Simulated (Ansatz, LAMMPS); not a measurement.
# Amorphous polythiophene (as short chains C30S7H20) at 400 K (114 atoms) under strain, part 2 of 3

Aim: relax amorphous polythiophene (as short chains C30S7H20) at 400 K (114 atoms), then change its volume and shape to read moduli from the stress.

Ansatz 0.2.0; Kohn-Sham DFT, PBE+D3(BJ), PAW (set soft_2), plane waves.

The cell: 60 C, 14 S and 40 H. The network of contacts between molecules at the start is that of the classical potential that made the cell. Sampling is at Γ alone.

So far. Step 2 (Single point at the start): The r.m.s. force at the start is 1.1 eV/Å. Step 3 (Cell and atoms relaxed): The relaxation converged after 25 steps, with a largest force component of 0.048 eV/Å.

### Step 4. Single point at the relaxed geometry

The electronic structure is read at the final geometry, in a run of its own.

Input file input.yaml:

```yaml
crystal:
  lattice:
    - [11.11423, -0.98853, 0.07268]
    - [-0.98853, 10.99356, -0.07196]
    - [0.07268, -0.07196, 11.71502]
  atoms:
    - { symbol: C, position: [0.95621, 0.46219, 0.31084] }
    - { symbol: C, position: [0.91904, 0.47394, 0.19042] }
    - { symbol: C, position: [0.80818, 0.49012, 0.14878] }
    - { symbol: C, position: [0.80382, 0.49185, 0.02793] }
    - { symbol: C, position: [0.91198, 0.47682, 0.97562] }
    - { symbol: S, position: [0.01963, 0.46142, 0.07886] }
    [... 102 atom lines left out ...]
    - { symbol: H, position: [0.08402, 0.73215, 0.30838] }
    - { symbol: H, position: [0.0588, 0.78822, 0.52969] }
    - { symbol: H, position: [0.96264, 0.73738, 0.7341] }
    - { symbol: H, position: [0.7518, 0.68037, 0.83417] }
    - { symbol: H, position: [0.66551, 0.55735, 0.75475] }
    - { symbol: H, position: [0.62411, 0.70474, 0.75453] }
kpoints:
  mp_grid: { grid: [1, 1, 1] }
hamiltonian:
  xc: pbe
  dispersion: d3bj
scf:
  occupations: { method: fixed }
output:
  forces: true
  stress: true
  populations: intrinsic
  dos:
    method: { smearing: { sigma: 0.08 } }
    de: 0.1
    projected: { site_lists: { C: [C], H: [H], S: [S] } }
  eigenvalues: true
  write_density: true
  write_potential: true
  volumetric_format: npy
```

Run with:

```console
ansatz run input.yaml --threads 4 --pin off --max-ram 8192MiB --backend cpu --events-out ev --progress --plain --runs-dir out
```

The log of the run:

```text
[...]
Crystal: 114 atoms, lattice volume = 1419.846 Å³
Basis set: ecut = 420 eV, 27785 PW (Γ), exchange–correlation on 150×150×160 points (8 copies of the dense FFT grid, shifted against one another)
Bands: 296, of which v1, the nominal top of the filled ones, is band 182 counted from 1 (181 counted from 0)
Symmetry: 1 space group operations
[...]
k-points: 1
[...]
SCF iter   1: F=—  HF=-28323.581606 eV  |F-HF|=—  |Δ(HF+E_count)|=         —  Δρ=6.93e-3  dr2=1.48e0  ethr=1.77e-3  ⟨swp⟩=5.0  Hψ=1065  notcnv=0  defer=112
[...]
SCF iter  10: F=-28323.224774 eV  HF=-28323.224774 eV  |F-HF|=1.38e-8  |Δ(HF+E_count)|=   1.21e-7  Δρ=1.17e-6  dr2=3.02e-8  ethr=2.75e-11  ⟨swp⟩=21.0  Hψ=3037  notcnv=0
SCF 1 converged in 10 iterations: F = -28323.224774 eV  dr2 = 3.02e-8
[...]
SCF converged after 10 iterations
Free energy (F): -28323.224774 eV
[...]
Internal energy: -28323.224774 eV  (E = F + TS)
E sigma→0 (E₀):  -28323.224774 eV
Fermi energy:    2.158403 eV
[...]
--- Forces (eV/Å), atoms counted from 1 ---
  atom   1  C     -0.00374589    -0.00123273    -0.00335102
  atom   2  C      0.00508736     0.01199712    -0.00352794
  atom   3  C     -0.00624194    -0.00087067    -0.00632900
  atom   4  C      0.00297036    -0.00778263     0.01121541
  atom   5  C      0.00492027     0.01408366     0.00001793
  atom   6  S     -0.00577949    -0.00789077    -0.00115360
  atom   7  C     -0.01844629     0.03343999    -0.00333054
  atom   8  C     -0.00376968    -0.00694228     0.00002410
  atom   9  C      0.00385143    -0.01536675     0.01231384
  atom  10  C     -0.01055297     0.02640395    -0.01416532
  atom  11  S      0.03508361    -0.04737339     0.01894226
  atom  12  C      0.00664438    -0.00387754     0.00677849
  atom  13  C      0.01241336     0.00267738     0.00007462
  atom  14  C     -0.00144815     0.00424033    -0.00119358
[...]
atom 113  H      0.00326554    -0.00603536     0.00213349
  atom 114  H      0.00717267    -0.00418463     0.00296623
  max |Σ_I F_I| component: 2.41e-5 eV/Å
--- Stress (GPa, compression-positive) ---
       -0.031849      -0.022212      -0.002803
       -0.022212      -0.020720      -0.004940
       -0.002803      -0.004940      -0.007466
  P = ⅓ Tr σ = -0.0200 GPa (-0.200 kbar)
--- Band table (eV) ---
[...]
--- intrinsic populations: 114 sites ---
  site symbol       q [e]
     0      C      4.5173
     1      C      4.1279
     2      C      4.2189
[...]
113      H      0.8152
  spilling = 0.000000 (of n_electrons = 364.000000)
```

The job ended after 15 s (4 threads of Intel Xeon Platinum 8223CL at 3.00GHz (Skylake/Cascade Lake), shared host; peak memory 1.6 GiB; 52 s of CPU time).

The run gave:

| Quantity | Value |
| --- | --- |
| free energy | -28323.2248 eV |
| free energy per atom | -248.4493 eV/atom |
| SCF cycles | 10 |
| pressure | -0.02001 GPa |
| r.m.s. force component | 0.00847 eV/Å |
| longest force | 0.06192 eV/Å |
| Fermi energy | 2.158 eV |
| gap (highest filled to lowest empty level) | 1.543 eV |

Intrinsic-atomic-orbital charges by element and coordination:

```
element  coordination  atoms  mean charge (e)  spread   least    most
      C           all     60           -0.206  0.0887  -0.527  -0.128
      C             3     56           -0.183  0.0274  -0.222  -0.128
      C             4      4           -0.522  0.0043  -0.527  -0.517
      H           all     40            0.187  0.0047   0.178   0.198
      S           all     14            0.347  0.0157   0.323   0.389
```

States in the cell by windows of 1 eV, zero at the Fermi level; the larger projections on atomic orbitals stand beside the total:

```
from (eV)  to (eV)  total   C p   S p  H s   C s  S s
      -18      -17   20.8   4.2   0.9  0.6  10.7  4.1
      -17      -16    0.2   0.1   0.0  0.0   0.1  0.0
      -16      -15    6.0   1.3   0.5  0.2   3.9  0.0
      -15      -14   20.4   5.7   0.6  1.4   9.8  2.5
      -14      -13   25.6   7.3   0.3  1.8   9.5  6.3
      -13      -12    7.3   2.7   0.2  0.7   3.2  0.5
      -12      -11    4.8   1.7   0.1  0.6   2.2  0.1
      -11      -10   15.1   8.1   0.6  1.2   4.0  0.9
      -10       -9   11.3   5.8   0.9  1.4   2.6  0.4
       -9       -8   34.1  18.0   3.9  4.6   4.3  2.7
       -8       -7   11.6   6.8   1.6  1.5   1.1  0.3
       -7       -6   20.7  14.7   1.9  2.7   0.8  0.3
       -6       -5   53.0  37.3   5.3  7.6   1.2  1.1
       -5       -4   47.1  29.4  11.0  5.3   0.4  0.7
       -4       -3   25.2  10.3  11.2  1.7   0.3  1.3
       -3       -2   13.9   9.9   3.7  0.1   0.0  0.0
       -2       -1   29.0  16.4  12.1  0.2   0.1  0.0
       -1        0    9.5   8.6   0.6  0.2   0.0  0.0
        0        1    1.5   1.5   0.0  0.0   0.0  0.0
        1        2    4.2   3.1   0.9  0.0   0.0  0.0
        2        3   13.0   8.3   3.0  0.3   0.4  0.1
        3        4   22.1  10.9   5.4  0.9   1.6  0.1
        4        5   36.5  16.5   5.4  3.1   2.6  0.7
```

The curve was stored every 0.10 eV, coarse against its broadening of 0.08 eV, so these counts are rough.

With fixed occupations the program's Fermi level is the highest filled level; weight inside the gap is the broadening of levels at its edges.

Between -19 and -18 eV lie 7 more states.

The levels nearest the highest filled one (over half full), pooled over k-points and spins:

```
level less the highest filled one (eV)  occupation
                                 -1.04           2
                                -0.799           2
                                -0.410           2
                                -0.252           2
                                -0.154           2
                                     0           2
                                  1.54           0
                                  1.73           0
                                  2.04           0
                                  2.22           0
                                  2.44           0
                                  2.50           0
```

Electrostatic potential energy in the ac plane at fractional y = 0.476, with atoms of C and S and H within 0.2 Å of it. With pseudopotentials it is smooth inside the atoms' cores, unlike the true potential.

Values in eV, 13 rows by 16 columns, each cell a mean:
```
  2   5   6   7   7   5  -4 -25 -18   3   5  -4  -3  -6 -39 -22
 -4  -1   5   7   7   2  -9  -7  -1   5   6   6   6   4 -23 -38
-14 -23   0   6   6  -6 -26  -3   5   6   6   6   6   3 -10 -17
-17 -14   3   6   6   0 -13  -3   5   6   6   6   7   4   0  -1
-35 -30  -8   4   6   6   5   5   6   7   7   7   7   6   1  -5
  2 -18 -43  -6   5   6   6   6   6   7   7   7   7   7   6   5
  6   4  -2  -1 -10  -6   5   5   4   5   7   7   7   7   7   7
  6   6   6   2 -31 -28   1   3  -1   3   6   7   6   4  -3   4
 -9   4   6   6   4   2   2   4   5   6   6   7   6   3 -20 -36
 -2   5   6   7   6   6   6   7   7   7   6   2   4   4 -12 -26
 -1   4   6   7   6   6   6   7   7   7   5  -7 -23 -25 -42 -30
-32 -15   5   7   7   6   6   6   6   7   6   4 -21 -23  -4 -20
-25  -9   6   7   7   6   4  -2   0   6   6   0 -35 -33 -20 -20
```
Columns run along a (11.2 Å; values clipped at the 3rd and 97th percentile), rows up along c (11.7 Å). Atoms in or near the plane, at fractional coordinates: C at (0.96, 0.31), C at (0.92, 0.19), C at (0.81, 0.15), C at (0.80, 0.03), C at (0.91, 0.98), S at (0.02, 0.08), C at (0.94, 0.86), C at (0.05, 0.66), C at (0.14, 0.58), H at (0.89, 0.37).

Valence density in the ac plane at fractional y = 0.476, with atoms of C and S and H within 0.2 Å of it. It is the smooth field of the valence electrons, not physical close to the nuclei.

Values in e/Å³, 13 rows by 16 columns, each cell a mean:
```
0.2 0.1 0.0 0.0 0.0 0.1 0.6 1.1 0.8 0.2 0.1 0.4 0.6 0.8 1.6 1.2
0.6 0.4 0.2 0.0 0.1 0.3 0.9 0.7 0.4 0.1 0.0 0.0 0.0 0.2 1.2 1.6
0.9 1.0 0.4 0.1 0.1 0.6 1.3 0.6 0.1 0.0 0.0 0.0 0.1 0.3 1.0 1.0
1.0 1.0 0.2 0.0 0.1 0.4 1.1 0.7 0.2 0.0 0.0 0.0 0.0 0.2 0.5 0.5
1.5 1.6 0.7 0.2 0.0 0.0 0.1 0.1 0.0 0.0 0.0 0.0 0.0 0.1 0.4 0.8
0.3 1.0 1.5 0.6 0.1 0.1 0.0 0.0 0.0 0.0 0.0 0.0 0.0 0.0 0.1 0.1
0.0 0.2 0.5 0.4 0.8 0.6 0.1 0.1 0.2 0.1 0.0 0.0 0.0 0.0 0.0 0.0
0.1 0.0 0.1 0.3 1.3 1.2 0.4 0.2 0.4 0.3 0.1 0.0 0.0 0.1 0.4 0.2
1.0 0.2 0.0 0.1 0.2 0.3 0.3 0.2 0.1 0.1 0.0 0.0 0.0 0.2 1.3 1.5
0.5 0.1 0.0 0.0 0.0 0.0 0.1 0.0 0.0 0.0 0.0 0.2 0.2 0.2 1.0 1.5
0.4 0.1 0.0 0.0 0.0 0.0 0.0 0.0 0.0 0.0 0.1 0.6 1.3 1.5 1.8 1.4
0.9 0.7 0.1 0.0 0.0 0.0 0.0 0.0 0.0 0.0 0.0 0.2 1.3 1.4 0.6 1.1
0.9 0.6 0.1 0.0 0.0 0.0 0.1 0.3 0.3 0.1 0.1 0.5 1.5 1.7 1.2 1.2
```
Columns run along a (11.2 Å), rows up along c (11.7 Å). Atoms in or near the plane, at fractional coordinates: C at (0.96, 0.31), C at (0.92, 0.19), C at (0.81, 0.15), C at (0.80, 0.03), C at (0.91, 0.98), S at (0.02, 0.08), C at (0.94, 0.86), C at (0.05, 0.66), C at (0.14, 0.58), H at (0.89, 0.37).

Filled and empty levels are parted by 1.54 eV (at Γ alone); a semilocal functional tends to put such gaps too low. It is the spacing of short capped chains, not of the long polymer. In a disordered cell it changes from sample to sample, and tail or defect levels can set it. Mean intrinsic-atomic-orbital charges: C -0.21, H +0.19, S +0.35 e. The largest share in the top eV of filled states is C p (92 % of the projected weight), and in the lowest eV of empty states C p (76 % of the projected weight).

### Step 5. Volume -3 %

The relaxed cell is scaled evenly and the atoms are relaxed again; the stress at the end gives one point of P(V).

input.yaml, the sections that differ from step 4:

```yaml
crystal:
  lattice:
    - [11.00196, -0.97854, 0.07195]
    - [-0.97854, 10.88251, -0.07123]
    - [0.07195, -0.07123, 11.59668]
  atoms:
    [... the 114 atom lines of step 4 ...]
output:
  forces: true
  eigenvalues: true
  stress: true
relax:
  f_tol: 0.05
  max_steps: 70
# kpoints, hamiltonian, scf: as in step 4
```

The log of the run:

```text
Warning: output.stress: scf.convergence.dr2_threshold = 1e-7 eV (the SCF's general default) is looser than the 1.08e-8 eV advised for a printed stress (1e-10 eV for each atom of the cell: 114, of which 108 are counted). What an SCF threshold leaves in a stress goes as its square root, and in the free energy as the threshold itself, and one threshold admits the most on a small cell: [...]
[...]
Crystal: 114 atoms, lattice volume = 1377.252 Å³
Basis set: ecut = 420 eV, 26949 PW (Γ), exchange–correlation on 150×150×160 points (8 copies of the dense FFT grid, shifted against one another)
Bands: 296, of which v1, the nominal top of the filled ones, is band 182 counted from 1 (181 counted from 0)
Symmetry: 1 space group operations
[...]
k-points: 1
[...]
SCF iter   1: F=—  HF=-28323.148815 eV  |F-HF|=—  |Δ(HF+E_count)|=         —  Δρ=7.49e-3  dr2=1.71e0  ethr=1.77e-3  ⟨swp⟩=5.0  Hψ=1065  notcnv=0  defer=112
[...]
SCF iter   7: F=-28322.722627 eV  HF=-28322.722631 eV  |F-HF|=4.00e-6  |Δ(HF+E_count)|=   4.04e-5  Δρ=2.75e-5  dr2=1.62e-5  ethr=1.72e-8  ⟨swp⟩=17.0  Hψ=2158  notcnv=0
SCF 1 converged in 7 iterations: F = -28322.722627 eV  dr2 = 1.62e-5
[...]
relax step   1: F+E_penalty+E_count = -28322.72262692 eV  Δ(F+E_penalty+E_count) = +0.000e0 eV  max|allowed force component| = 6.090e-1 eV/Å  Δτ_max = 0.0000 Å  (7 SCF iters, dr2 threshold 6.25e-5 eV, accepted)
[...]
relax step   2: F+E_penalty+E_count = -28323.12724497 eV  Δ(F+E_penalty+E_count) = -4.046e-1 eV  max|allowed force component| = 3.264e-1 eV/Å  Δτ_max = 0.0726 Å  (6 SCF iters, dr2 threshold 2.32e-5 eV, accepted)
[...]
relax step   3: F+E_penalty+E_count = -28323.16992629 eV  Δ(F+E_penalty+E_count) = -4.268e-2 eV  max|allowed force component| = 1.213e-1 eV/Å  Δτ_max = 0.0814 Å  (7 SCF iters, dr2 threshold 6.66e-6 eV, accepted)
relax step   4: F+E_penalty+E_count = -28323.17952475 eV  Δ(F+E_penalty+E_count) = -9.598e-3 eV  max|allowed force component| = 7.990e-2 eV/Å  Δτ_max = 0.0844 Å  (9 SCF iters, accepted)
relax step   5: F+E_penalty+E_count = -28323.16436710 eV  Δ(F+E_penalty+E_count) = +1.516e-2 eV  max|allowed force component| = 2.756e-1 eV/Å  Δτ_max = 0.2000 Å  (9 SCF iters, rejected (line search))
relax step   6: F+E_penalty+E_count = -28323.18879929 eV  Δ(F+E_penalty+E_count) = -9.275e-3 eV  max|allowed force component| = 5.004e-2 eV/Å  Δτ_max = 0.0600 Å  (9 SCF iters, accepted)
[...]
relax step   7: F+E_penalty+E_count = -28323.18973131 eV  Δ(F+E_penalty+E_count) = -9.320e-4 eV  max|allowed force component| = 4.238e-2 eV/Å  Δτ_max = 0.0209 Å  (7 SCF iters, accepted)
SCF converged after 7 iterations
Free energy (F): -28323.189731 eV
[...]
Internal energy: -28323.189731 eV  (E = F + TS)
E sigma→0 (E₀):  -28323.189731 eV
Fermi energy:    2.368942 eV
[...]
--- Forces (eV/Å), atoms counted from 1 ---
  atom   1  C     -0.00991108     0.00888849    -0.03380529
  atom   2  C      0.01844560    -0.00378791     0.04237760
  atom   3  C     -0.01040718    -0.00042189    -0.01958860
  atom   4  C     -0.00722440     0.00158280     0.01297721
  atom   5  C      0.00444305     0.00599647    -0.01032817
  atom   6  S      0.00366418    -0.00195199    -0.01100248
  atom   7  C     -0.00327402     0.01135565     0.01061806
  atom   8  C     -0.00051271    -0.00564967    -0.00663242
  atom   9  C     -0.00361506    -0.00968728     0.00930516
  atom  10  C      0.00415301     0.01348325    -0.00866303
  atom  11  S      0.01694773    -0.02253869     0.01119859
  atom  12  C     -0.00428752    -0.00465308     0.01118124
  atom  13  C      0.01092773     0.00801268    -0.01843737
  atom  14  C     -0.01955322     0.00448120     0.00612626
[...]
atom 113  H     -0.00066451    -0.00259595     0.00227704
  atom 114  H      0.00005222    -0.00011621     0.00129985
  max |Σ_I F_I| component: 4.91e-5 eV/Å
--- Stress (GPa, compression-positive) ---
        0.295829      -0.134390      -0.011167
       -0.134390       0.292863      -0.008447
       -0.011167      -0.008447       0.328386
  P = ⅓ Tr σ = 0.3057 GPa (3.057 kbar)
--- Band table (eV) ---
[...]
--- Relaxed structure (7 steps of the walk, 6 accepted, 0 SCFs on fresh bases) ---
  F+E_penalty+E_count = -28323.18973131 eV   max|allowed force component| = 4.238e-2 eV/Å
  atoms:
    - { symbol: C, position: [0.958266, 0.462129, 0.317027] }
    - { symbol: C, position: [0.919158, 0.474431, 0.195973] }
    - { symbol: C, position: [0.806632, 0.490298, 0.155054] }
    - { symbol: C, position: [0.801112, 0.492171, 0.033059] }
[...]
- { symbol: H, position: [0.621177, 0.704379, 0.759506] }
```

The job ended after 71 s (4 threads; peak memory 1.6 GiB).

The program notes that the SCF threshold is loose for the stress.

The relaxation converged after 7 steps, 0.467 eV below its start, with a largest force component of 0.042 eV/Å.

Volume -3 %: the energy stands 0.0350 eV above that of the reference, at a pressure of 0.306 GPa.

### Step 6. Volume +3 %

The relaxed cell is scaled to another volume.

Input and log are left out; they have the form of those shown for this kind of step.

It took 52 s on 4 threads of Intel Xeon Platinum 8223CL at 3.00GHz (Skylake/Cascade Lake), shared host; peak memory 1.6 GiB; 3.2 min of CPU time.

The relaxation converged after 5 steps, 0.442 eV below its start, with a largest force component of 0.035 eV/Å.

Volume +3 %: the energy stands 0.0275 eV above that of the reference, at a pressure of -0.184 GPa.

### Step 7. Volume -6 %

The relaxed cell is scaled to another volume.

input.yaml, the sections that differ from step 5:

```yaml
crystal:
  lattice:
    - [10.88735, -0.96835, 0.0712]
    - [-0.96835, 10.76914, -0.07049]
    - [0.0712, -0.07049, 11.47587]
  atoms:
    [... the 114 atom lines of step 4 ...]
# kpoints, hamiltonian, scf, output, relax: as in step 5
```

The log of the run:

```text
[...]
Crystal: 114 atoms, lattice volume = 1334.656 Å³
Basis set: ecut = 420 eV, 26091 PW (Γ), exchange–correlation on 150×150×160 points (8 copies of the dense FFT grid, shifted against one another)
Bands: 296, of which v1, the nominal top of the filled ones, is band 182 counted from 1 (181 counted from 0)
Symmetry: 1 space group operations
[...]
k-points: 1
[...]
SCF iter   1: F=—  HF=-28321.606155 eV  |F-HF|=—  |Δ(HF+E_count)|=         —  Δρ=8.09e-3  dr2=1.95e0  ethr=1.77e-3  ⟨swp⟩=5.0  Hψ=1065  notcnv=0  defer=112
[...]
SCF iter   6: F=—  HF=-28321.101915 eV  |F-HF|=—  |Δ(HF+E_count)|=   1.96e-4  Δρ=6.13e-5  dr2=6.99e-5  ethr=1.90e-7  ⟨swp⟩=2.0  Hψ=295  notcnv=0  defer=112
SCF iter   7: F=-28321.101952 eV  HF=-28321.101955 eV  |F-HF|=3.81e-6  |Δ(HF+E_count)|=   4.04e-5  Δρ=2.71e-5  dr2=1.54e-5  ethr=1.72e-8  ⟨swp⟩=17.0  Hψ=2142  notcnv=0
SCF 1 converged in 7 iterations: F = -28321.101952 eV  dr2 = 1.54e-5
[...]
relax step   1: F+E_penalty+E_count = -28321.10195151 eV  Δ(F+E_penalty+E_count) = +0.000e0 eV  max|allowed force component| = 1.294e0 eV/Å  Δτ_max = 0.0000 Å  (7 SCF iters, dr2 threshold 6.25e-5 eV, accepted)
[...]
relax step   2: F+E_penalty+E_count = -28322.80315703 eV  Δ(F+E_penalty+E_count) = -1.701e0 eV  max|allowed force component| = 6.895e-1 eV/Å  Δτ_max = 0.1395 Å  (6 SCF iters, dr2 threshold 1.00e-4 eV, accepted)
[...]
relax step   3: F+E_penalty+E_count = -28322.95644902 eV  Δ(F+E_penalty+E_count) = -1.533e-1 eV  max|allowed force component| = 1.787e-1 eV/Å  Δτ_max = 0.1974 Å  (7 SCF iters, dr2 threshold 2.97e-5 eV, accepted)
relax step   4: F+E_penalty+E_count = -28322.99130314 eV  Δ(F+E_penalty+E_count) = -3.485e-2 eV  max|allowed force component| = 1.858e-1 eV/Å  Δτ_max = 0.1946 Å  (10 SCF iters, accepted)
relax step   5: F+E_penalty+E_count = -28322.99129149 eV  Δ(F+E_penalty+E_count) = +1.165e-5 eV  max|allowed force component| = 2.915e-1 eV/Å  Δτ_max = 0.2000 Å  (9 SCF iters, rejected (line search))
[...]
relax step   6: F+E_penalty+E_count = -28323.06103599 eV  Δ(F+E_penalty+E_count) = -6.973e-2 eV  max|allowed force component| = 4.589e-2 eV/Å  Δτ_max = 0.1000 Å  (9 SCF iters, accepted)
SCF converged after 9 iterations
Free energy (F): -28323.061036 eV
[...]
Internal energy: -28323.061036 eV  (E = F + TS)
E sigma→0 (E₀):  -28323.061036 eV
Fermi energy:    2.585773 eV
[...]
Σ components = -28323.061036   (vs F -28323.061036, Δ=0.00e0)
--- Forces (eV/Å), atoms counted from 1 ---
  atom   1  C     -0.00494752    -0.00976662    -0.01344670
  atom   2  C     -0.00363046    -0.00543941     0.01254777
  atom   3  C      0.01031230    -0.00118663    -0.02152666
  atom   4  C     -0.00187784    -0.01482562     0.00865309
[...]
atom 114  H     -0.00750130     0.04588844    -0.00707886
  max |Σ_I F_I| component: 4.96e-5 eV/Å
--- Stress (GPa, compression-positive) ---
        0.665442      -0.217206      -0.016304
       -0.217206       0.630130      -0.017886
       -0.016303      -0.017887       0.653329
  P = ⅓ Tr σ = 0.6496 GPa (6.496 kbar)
--- Band table (eV) ---
[...]
--- Relaxed structure (6 steps of the walk, 5 accepted, 0 SCFs on fresh bases) ---
  F+E_penalty+E_count = -28323.06103599 eV   max|allowed force component| = 4.589e-2 eV/Å
  atoms:
    - { symbol: C, position: [0.956655, 0.462035, 0.321379] }
    - { symbol: C, position: [0.916461, 0.474393, 0.199500] }
    - { symbol: C, position: [0.802520, 0.490403, 0.158728] }
    - { symbol: C, position: [0.796437, 0.492603, 0.035525] }
[...]
- { symbol: H, position: [0.615925, 0.702142, 0.763597] }
```

The job ended after 61 s (4 threads; peak memory 1.5 GiB; 3.7 min of CPU time).

The relaxation converged after 6 steps, 1.96 eV below its start, with a largest force component of 0.046 eV/Å.

Volume -6 %: the energy stands 0.164 eV above that of the reference, at a pressure of 0.650 GPa.

### Step 8. Volume +6 %

The relaxed cell is scaled to another volume.

Input and log are left out; they have the form of those shown for this kind of step.

It took 65 s on 4 threads of Intel Xeon Platinum 8223CL at 3.00GHz (Skylake/Cascade Lake), shared host; peak memory 1.7 GiB.

The relaxation converged after 6 steps, 1.67 eV below its start, with a largest force component of 0.019 eV/Å.

Volume +6 %: the energy stands 0.0982 eV above that of the reference, at a pressure of -0.343 GPa.

(Part 2 of 3 ends here.)

[Long decimals in the printed logs are rounded to 6 places.]

[Logs are printed without paths, hosts, clocks, repeated set-up lines and the standing remarks that a program may print on its own settings, such as how far it seeks lower states.]

[Hosts, paths, dates, database ids (printed as entryN), source tags and the programs' standing remarks are cut or masked in the printed files.]
